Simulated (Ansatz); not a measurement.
# Where V_O puts its levels in the gap of CaO (Fm-3m)

Charge states of V_O in CaO (Fm-3m), set against the band edges. Model: a cell of 54 host atoms with 1 O taken out.

Method: place-levels on r2SCAN runs: charge-transition levels and formation energies with image-charge correction and potential alignment at the atomic sites; PAW set soft_1, in Ansatz 0.2.0.

### Step 1. Set-up

The cell holds 53 atoms: 27 Ca and 26 O. Its edges and angles: a = 10.173 Å, b = 10.173 Å, c = 10.173 Å, α = 60.0°, β = 60.0°, γ = 60.0°. It derives from CaO (space group Fm-3m). Nearest the centre at fractional (0.500, 0.500, 0.500): Ca46 at 2.40 Å, Ca50 at 2.40 Å, Ca34 at 2.40 Å, Ca28 at 2.40 Å, Ca44 at 2.40 Å, Ca32 at 2.40 Å, O22 at 3.39 Å, O24 at 3.39 Å.

The host's dielectric constants go in as inputs: 3.85 for the electrons alone, 16.67 with the ions, computed on the host (DFPT, PBEsol, on the r2SCAN cell), and a cell off the functional's own equilibrium shifts the ionic part.

The cell's shortest repeat is 10.2 Å.

### Step 2. The runs of each charge state

A transition level is the Fermi level at which two charge states cost the same, so each charge needs its own total energy, at its own relaxed structure.

Each atom starts 0.05 Å or so off its site in a random direction: a symmetric start keeps its symmetry, and would miss off-centre moves and Jahn–Teller distortions. Forces are taken at one point at (¼, ¼, ¼). The cell holds 1 electron more than the neutral one, with a uniform background that keeps it neutral on the whole. The electron count is odd, so at least one spin is unpaired; this run locks the moment at 1 μB.

The sampling was tested on the host first: at the k-points planned (1x1x1 shifted 0.25 0.25 0.25) its energy lies 0.005 eV an atom from the dense-mesh value, under the bound of 0.02 eV set for this test; that bounds the host's error, not the defect's.

One state's input; the others differ in charge, spin, start and seed, and in occupations where the table says so.

qm1_M1.relax/input.yaml reads:

```yaml
crystal:
  lattice:
    - [0.0, 7.19307716, 7.19307716]
    - [7.19307716, 0.0, 7.19307716]
    - [7.19307716, 7.19307716, 0.0]
  atoms:
    - { symbol: Ca, position: [0.0, 0.0, 0.0] }
    - { symbol: O, position: [0.16666667, 0.16666667, 0.16666667] }
[... 7 atom lines left out ...]
    - { symbol: O, position: [0.16666667, 0.5, 0.5] }
[... 1 atom line left out ...]
    - { symbol: O, position: [0.16666667, 0.5, 0.83333333] }
[... 3 atom lines left out ...]
    - { symbol: O, position: [0.16666667, 0.83333333, 0.5] }
    - { symbol: Ca, position: [0.0, 0.66666667, 0.66666667] }
[... 4 atom lines left out ...]
    - { symbol: O, position: [0.5, 0.16666667, 0.5] }
[... 1 atom line left out ...]
    - { symbol: O, position: [0.5, 0.16666667, 0.83333333] }
[... 1 atom line left out ...]
    - { symbol: O, position: [0.5, 0.5, 0.16666667] }
[... 1 atom line left out ...]
    - { symbol: Ca, position: [0.33333333, 0.33333333, 0.66666667] }
    - { symbol: O, position: [0.5, 0.5, 0.83333333] }
[... 1 atom line left out ...]
    - { symbol: O, position: [0.5, 0.83333333, 0.16666667] }
    - { symbol: Ca, position: [0.33333333, 0.66666667, 0.33333333] }
    - { symbol: O, position: [0.5, 0.83333333, 0.5] }
    - { symbol: Ca, position: [0.33333333, 0.66666667, 0.66666667] }
[... 4 atom lines left out ...]
    - { symbol: O, position: [0.83333333, 0.16666667, 0.5] }
[... 3 atom lines left out ...]
    - { symbol: O, position: [0.83333333, 0.5, 0.16666667] }
    - { symbol: Ca, position: [0.66666667, 0.33333333, 0.33333333] }
    - { symbol: O, position: [0.83333333, 0.5, 0.5] }
    - { symbol: Ca, position: [0.66666667, 0.33333333, 0.66666667] }
[... 3 atom lines left out ...]
    - { symbol: Ca, position: [0.66666667, 0.66666667, 0.33333333] }
[... 1 atom line left out ...]
    - { symbol: Ca, position: [0.66666667, 0.66666667, 0.66666667] }
    - { symbol: O, position: [0.83333333, 0.83333333, 0.83333333] }
  host:
    repeats: [3, 3, 3]
    atoms:
      - { symbol: Ca, position: [0.0, 0.0, 0.0] }
      - { symbol: O, position: [0.5, 0.5, 0.5] }
total_charge: -1
basis:
  ecutwfc: 500
  xc_grid: 2
hamiltonian:
  xc: r2scan
  pseudopotentials: { kind: paw, azcp: { folder: soft_1 } }
kpoints:
  mp_grid: { grid: [1, 1, 1], shift: [0.25, 0.25, 0.25] }
magnetization:
  spin_polarized: true
  initial_magnetization: 1
  spin_locking: { lock_magnetization: hard }
scf:
  occupations: { method: fixed }
  max_iter: 80
output:
  forces: true
  charged_corrections:
    epsilon: 3.85
    static_epsilon: 16.67
    defect_position: [0.5, 0.5, 0.5]
relax:
  f_tol: 0.02
  max_steps: 80
  random_displacement: { amplitude: 0.05, seed: 4570 }
checkpoint:
  write: "../qm1_M1.relax.run"
  compress: false
  write_wavefunctions: true
  write_every: 100000
```

On the command line:

```bash
> ansatz run input.yaml --threads 8 --pin off --max-ram 15073MiB --backend cpu --events-out ev --progress --plain --runs-dir out
```

Defect states can disperse in a cell of this size, so the energy is taken again at a 2×2×2 shifted mesh, on the relaxed structure.

The run of this state that the levels use, under r2SCAN:

qm1_M1.point/input.yaml reads:

```yaml
crystal:
  checkpoint: "../qm1_M1.relax.run"
  host: checkpoint
total_charge: -1
basis:
  ecutwfc: 500
  xc_grid: 2
hamiltonian:
  xc: r2scan
  pseudopotentials: { kind: paw, azcp: { folder: soft_1 } }
kpoints:
  mp_grid: { grid: [2, 2, 2], shift: [0.5, 0.5, 0.5] }
magnetization:
  spin_polarized: true
  initial_magnetization: 1
  spin_locking: { lock_magnetization: hard }
scf:
  occupations: { method: fermi_dirac, width: 0.01 }
  max_iter: 80
output:
  forces: true
  eigenvalues: true
  charged_corrections:
    epsilon: 3.85
    static_epsilon: 16.67
    defect_position: [0.5, 0.5, 0.5]
  eigenstates: { localisation: true }
  populations: true
  efg: {}
checkpoint:
  read: "../qm1_M1.relax.run"
  write: "../qm1_M1.point.run"
  compress: false
  write_wavefunctions: false
  write_every: 100000
```

Relaxations under r2SCAN at one point at (¼, ¼, ¼); times on 8 threads of Arm Neoverse N1, shared host:

| charge | moment (μB) | occupations | outcome | steps | largest displacement against the far atoms (Å) | time |
| --- | --- | --- | --- | --- | --- | --- |
| −1 | 1 | fixed | converged | 6 | 0.06 | 5.1 min |
| 0 | 0 | fixed | converged | 4 | 0.06 | 1.8 min |
| +1 | 1 | fixed | converged | 4 | 0.11 | 2.9 min |
| +2 | 0 | fixed | converged | 4 | 0.19 | 84 s |

Single points under r2SCAN at a 2×2×2 shifted mesh; times on 8 threads of Arm Neoverse N1, shared host:

| charge | moment (μB) | occupations | outcome | time |
| --- | --- | --- | --- | --- |
| −1 | 1 | fermi-dirac | converged | 4.1 min |
| 0 | 0 | fermi-dirac | converged | 1.9 min |
| +1 | 1 | fermi-dirac | converged | 4.4 min |
| +2 | 0 | fermi-dirac | converged | 1.7 min |

Distances (Å) from the ideal centre to the nearest atoms after relaxation with r2SCAN:

| charge | moment (μB) | 1. | 2. | 3. | 4. | 5. | 6. |
| --- | --- | --- | --- | --- | --- | --- | --- |
| −1 | 1 | Ca 2.45 | Ca 2.46 | Ca 2.46 | Ca 2.46 | Ca 2.46 | Ca 2.46 |
| 0 | 0 | Ca 2.44 | Ca 2.45 | Ca 2.45 | Ca 2.45 | Ca 2.46 | Ca 2.46 |
| +1 | 1 | Ca 2.50 | Ca 2.51 | Ca 2.51 | Ca 2.51 | Ca 2.51 | Ca 2.51 |
| +2 | 0 | Ca 2.58 | Ca 2.58 | Ca 2.59 | Ca 2.59 | Ca 2.59 | Ca 2.59 |

### Step 3. Levels against the band edges, r2SCAN

A charged cell interacts with its images and the background, and its potential has another zero than the host's. place-levels removes the first by a point-charge model, screened by the static dielectric constant since the ions have relaxed around the charge, and the second by comparing potentials at atoms far from the defect.

The host is a run of the defect-free crystal in the same cutoffs, grids and k-points, so that basis and sampling errors cancel in part in the differences. The host is run in a cell of 2 atoms on a matching mesh. Its band edges are searched through the zone by a band path, so the gap is smaller than, or equal to, that on the mesh. Chemical potentials are energies per atom of O (O2 molecule), run with the same functional and cutoff.

levels.point.yaml reads:

```yaml
host:
  run: host.point.run
states: [qm1_M1.point.run, q0.point.run, qp1_M1.point.run, qp2.point.run]
geometry_from:
  qm1_M1.point.run: qm1_M1.relax.run
  q0.point.run: q0.relax.run
  qp1_M1.point.run: qp1_M1.relax.run
  qp2.point.run: qp2.relax.run
chemical_potentials:
  O:
    energy: -565.989614
    dataset: <sha256 of the dataset>
epsilon: 3.85
static_epsilon: 16.67
vertical:
  - { from: qm1_M1.point.run, to: qm1_M1.point_neutral.run }
  - { from: qp1_M1.point.run, to: qp1_M1.point_neutral.run }
  - { from: qp2.point.run, to: qp2.point_neutral.run }
```

On the command line:

```bash
> ansatz place-levels levels.point.yaml -- --threads 8 --pin off --max-ram 15073MiB
```

Numbers of over 12 decimals in the logs are rounded to 6 here.

The program printed:

```text
[... repeated set-up lines and file paths are left out, and long positions are rounded to six places ...]
(+2/+1) 1.521 eV above the valence edge, 2.676 eV under the conduction edge
(+1/0) 3.264 eV above the valence edge, 0.934 eV under the conduction edge
(0/-1) 4.230 eV above the valence edge (+4.547 eV without the band-filling correction), in the conduction band
formation energy of charge +2: +2.528 eV with the Fermi level at the valence edge
formation energy of charge +1: +4.049 eV with the Fermi level at the valence edge
formation energy of charge 0: +7.313 eV with the Fermi level at the valence edge
formation energy of charge -1: +11.542 eV with the Fermi level at the valence edge
vertical -1 to 0: no energy, since no alignment is typed
  the change from vertical[0].from (qm1_M1.point.run) to vertical[0].to (qm1_M1.point_neutral.run): by its potential at epsilon 3.85 it stands at 0.026 0.996 0.999, with an rms radius of about 6.8 Å (4.0 3.9 4.0 Å across the planes of the cell's vectors); [...]
vertical +1 to 0: no energy, since no alignment is typed
  the change from vertical[1].from (qp1_M1.point.run) to vertical[1].to (qp1_M1.point_neutral.run): by its potential at epsilon 3.85 it stands at 0.500 0.500 0.500, with an rms radius of about 1.1 Å (0.7 0.7 0.7 Å across the planes of the cell's vectors); [...]
vertical +2 to 0: no energy, since no alignment is typed
  the change from vertical[2].from (qp2.point.run) to vertical[2].to (qp2.point_neutral.run): by its potential at epsilon 3.85 it stands at 0.500 0.500 0.500, with an rms radius of about 1.4 Å (0.8 0.8 0.8 Å across the planes of the cell's vectors); [...]
  edges by r2scan, gap 4.197 eV; the host is sampled to repeats of 20.35 Å
  the defect's cells are sampled to repeats of 20.35 Å, like sampling
  charge +2: -64086.8873 eV with its correction of +0.423 eV, at epsilon 16.67, aligned at sites: -0.0637 eV, mean over 21 atomic sites at or beyond 5.09 Å from the defect at [0.5000, 0.5000, 0.5000], with -0.000000 for the charge's moments and without [...]
  charge +1: -64077.9293 eV with its correction of +0.056 eV, at epsilon 16.67, aligned at sites: -0.0820 eV, mean over 21 atomic sites at or beyond 5.09 Å from the defect at [0.5000, 0.5000, 0.5000], with -0.000000 for the charge's moments and without [...]
  charge 0: +0.000 eV for its dipole among its images, +0.000 omitted
  charge -1: -64055.2447 eV with its correction of +0.184 eV, at epsilon 16.67, aligned at sites: -0.0464 eV, mean over 21 atomic sites at or beyond 5.09 Å from the defect at [0.5000, 0.5000, 0.5000], with +0.000000 for the charge's moments and without [...]
  states[0] (qm1_M1.point.run): levels filled in part (TS 0.003 eV): its energy is of no whole electron's
  of states[3] (qp2.point.run): its alignment with the host at atomic sites is doubtful: the cell is too small to show whether the defect's potential has decayed: take a larger one
  of states[2] (qp1_M1.point.run): its alignment with the host at atomic sites is doubtful: the cell is too small to show whether the defect's potential has decayed: take a larger one; stability_check_not_made
  of states[1] (q0.point.run): its alignment with the host at atomic sites is doubtful: the cell is too small to show whether the defect's potential has decayed: take a larger one
  of states[0] (qm1_M1.point.run): it parts from the run at its places by a charge that spreads by about 4 Å along one vector (1.4 Å or more is wide), by its potential at epsilon 3.85, taken for that of held ions (one typed too small widens it), where the [...]
  vertical[0].from (qm1_M1.point.run): levels filled in part (TS 0.003 eV): its energy is of no whole electron's
  of vertical[0].from (qm1_M1.point.run): its moments are held at its close (magnetization.spin_locking), by a field of 0.094 eV a Bohr magneton, and its energy and levels are of the state that this holds: a run that lets them go can end lower; [...]
  of vertical[1].from (qp1_M1.point.run): stability_check_not_made
  vertical[2].to (qp2.point_neutral.run): levels filled in part (TS 0.007 eV): its energy is of no whole electron's
```

Wall time 0.91 s (8 threads of Arm Neoverse N1, shared host).

Levels between the charges placed, in eV above the valence top:

|  | gap (eV) | (+2/+1) | (+1/0) | (0/−1) |
| --- | --- | --- | --- | --- |
| r2SCAN | 4.20 | 1.52 | 3.26 | 4.23 |

Corrections by state:

| charge | moment (μB) | image terms and alignment (eV) | band filling (eV) | ε used | over the lowest of its charge, as the program ranks them, band filling apart (eV) |
| --- | --- | --- | --- | --- | --- |
| +2 | 0.0 | 0.423 | - | 16.67 | 0.000 |
| +1 | 1.0 | 0.056 | - | 16.67 | 0.000 |
| 0 | 0.0 | 0.000 | - | - | 0.000 |
| −1 | 1.0 | 0.184 | -0.317 | 16.67 | 0.000 |

The charged structures listed were also run neutral, and place-levels reads from each pair, by the potential or the spins, how wide the charge is by which they differ; that can be the carrier of either run.

| charge | rms radius (Å) | spread where it is widest against the cell (Å) | wide from (Å) | reading |
| --- | --- | --- | --- | --- |
| +2 | 1.4 | 0.82 | 1.44 | narrow |
| +1 | 1.1 | 0.66 | 1.44 | narrow |
| −1 | 6.8 | 3.98 | 1.44 | wide |

The neutral runs of these pairs need not share the spin of the lowest neutral state, and very wide values only mean spread over the cell.

From the program's caveats on the states, each cut to its opening words:

- charge +2, +1 (1 μB), 0, −1 (1 μB): its alignment with the host at atomic sites is doubtful: the cell is too small to show whether the defect's potential has decayed: take a larger one
- charge +1 (1 μB), −1 (1 μB): flagged: stability check not made
- charge −1 (1 μB): it parts from the run at its places by a charge that spreads by about 4 Å along one vector (1.4 Å or more is wide), by its potential at epsilon 3.85, taken for [...]
- charge −1 (1 μB): a band-filling correction moves a carrier to the host's band edge, which changes its energy by -0.317 eV
- charge −1 (1 μB): its moments are held at its close (magnetization.spin_locking), by a field of 0.094 eV a Bohr magneton, and its energy and levels are of the state that this [...]

The host's formation energy from the elements is -3.216 eV per atom; it sets how far the chemical potentials can move.

Limit set by the element alone; other compounds of these elements are not counted. Chemical potentials from the elements' reference states: Ca 0.00 eV, O -6.43 eV. Formation energy by charge state (Ca-rich; gap 4.20 eV):

| charge | at valence top (eV) | at conduction bottom (eV) | correction included (eV) |
| --- | --- | --- | --- |
| +2 | -3.91 | 4.49 | 0.42 |
| +1 | -2.38 | 1.81 | 0.06 |
| 0 | 0.88 | 0.88 | 0.00 |
| −1 | 5.11 | 0.91 | -0.13 |

(Fermi level (eV), lowest formation energy (eV)): (0.00, -3.91), (0.38, -3.14), (0.76, -2.38), (1.14, -1.62), (1.53, -0.86), (1.91, -0.48), (2.29, -0.09), (2.67, 0.29), (3.05, 0.67), (3.43, 0.88), (3.82, 0.88), (4.20, 0.88)

Limit set by the element alone; other compounds of these elements are not counted. Chemical potentials from the elements' reference states: O 0.00 eV, Ca -6.43 eV. Formation energies (O-rich), with the Fermi level at the valence top and at the conduction bottom (gap 4.20 eV):

| charge | at valence top (eV) | at conduction bottom (eV) | correction included (eV) |
| --- | --- | --- | --- |
| +2 | 2.53 | 10.92 | 0.42 |
| +1 | 4.05 | 8.25 | 0.06 |
| 0 | 7.31 | 7.31 | 0.00 |
| −1 | 11.54 | 7.35 | -0.13 |

(Fermi level (eV), lowest formation energy (eV)): (0.00, 2.53), (0.38, 3.29), (0.76, 4.05), (1.14, 4.82), (1.53, 5.57), (1.91, 5.96), (2.29, 6.34), (2.67, 6.72), (3.05, 7.10), (3.43, 7.31), (3.82, 7.31), (4.20, 7.31)

### Step 4. Effect of the sampling

The relaxations' own energies give the levels at their sampling, for comparison.

levels.relax_mesh.yaml reads:

```yaml
host:
  run: host.relax.run
states: [qm1_M1.relax.run, q0.relax.run, qp1_M1.relax.run, qp2.relax.run]
chemical_potentials:
  O:
    energy: -565.989614
    dataset: <sha256 of the dataset>
```

On the command line:

```bash
> ansatz place-levels levels.relax_mesh.yaml -- --threads 8 --pin off --max-ram 15073MiB
```

The program printed:

```text
(+2/+1) 1.475 eV above the valence edge, 2.709 eV under the conduction edge
(+1/0) 3.200 eV above the valence edge, 0.983 eV under the conduction edge
[...]
formation energy of charge +2: +2.519 eV with the Fermi level at the valence edge
formation energy of charge +1: +3.993 eV with the Fermi level at the valence edge
formation energy of charge 0: +7.194 eV with the Fermi level at the valence edge
formation energy of charge -1: +11.419 eV with the Fermi level at the valence edge
  edges by r2scan, gap 4.183 eV; the host is sampled to repeats of 10.17 Å
[... the lines on each state left out ...]
```

Elapsed: 0.25 s, on 8 threads.

Levels between neighbouring charges, in eV above the valence top:

|  | gap (eV) | (+2/+1) | (+1/0) | (0/−1) |
| --- | --- | --- | --- | --- |
| one point at (¼, ¼, ¼) | 4.18 | 1.47 | 3.20 | 4.22 |
| a 2×2×2 shifted mesh | 4.20 | 1.52 | 3.26 | 4.23 |

Going from one point at (¼, ¼, ¼) to a 2×2×2 shifted mesh moves the levels that carry no band-filling term by up to 0.06 eV and formation energies against the elements by up to 0.12 eV; band-filling terms, which differ between samplings, are in these energies.

### Step 5. Summary of results

* gap of the host: 4.20 eV (r2SCAN)
* level (plus 2/plus 1): 1.52 eV above the valence top
* level (plus 1/0): 3.26 eV above the valence top
* level (0/minus 1): 4.23 eV above the valence top, past the conduction bottom (4.55 eV above the valence top without the band-filling term)
* lowest of the charges placed, just above the valence top (0.02 eV): +2
* lowest of the charges placed, just below the conduction bottom (0.02 eV): 0
* lowest formation energy at mid-gap of the charges run, Ca-rich: -0.29 eV
* lowest formation energy at mid-gap of the charges run, O-rich: 6.15 eV

What this shows: Of the charges placed (−1, 0, +1 and +2), the lowest changes at 1.52 eV (+2/+1) and 3.26 eV (+1/0) above the valence top, in a gap of 4.20 eV. Charges above +2 were not placed, so these runs say nothing of levels that involve them. States placed: +2 at 0 μB; +1 at 1 μB; 0 at 0 μB; −1 at 1 μB. Other spin states or structures, where not listed, weren't placed. The program finds carriers beyond a band edge of the host and adds a band-filling term at charge −1 (-0.32 eV); steps to such a charge show no bound level, and a defect level inside a band would be read the same way. Going from one point at (¼, ¼, ¼) to a 2×2×2 shifted mesh moves the levels that carry no band-filling term by up to 0.06 eV and formation energies against the elements by up to 0.12 eV; band-filling terms, which differ between samplings, are in these energies. The program doubts the alignment of potentials for at least one state, a sign that the cell is small. What this leaves open: r2SCAN makes the gap too small and tends to spread out bound carriers; where a gas molecule sets a chemical potential or the host's formation energy, its binding is uncorrected; force components of up to 0.12 eV/Å remain in a run at the final settings.

[Logs are printed without paths, hosts, clocks, repeated set-up lines and the standing remarks that a program may print on its own settings, such as how far it seeks lower states.]

[Hosts, paths, dates, database ids (printed as entryN), source tags and the programs' standing remarks are cut or masked in the printed files.]

[Where a table of states has a column of steps, it counts the stored structures, which are thinned; the runs took as many ionic steps or more.]

[A defect's name tells the site on which it was built; relaxed atoms can leave that site.]

[For some hosts the program warned that the k-mesh of the response run may be too coarse for force constants and the static dielectric constant; such warnings are not shown here.]
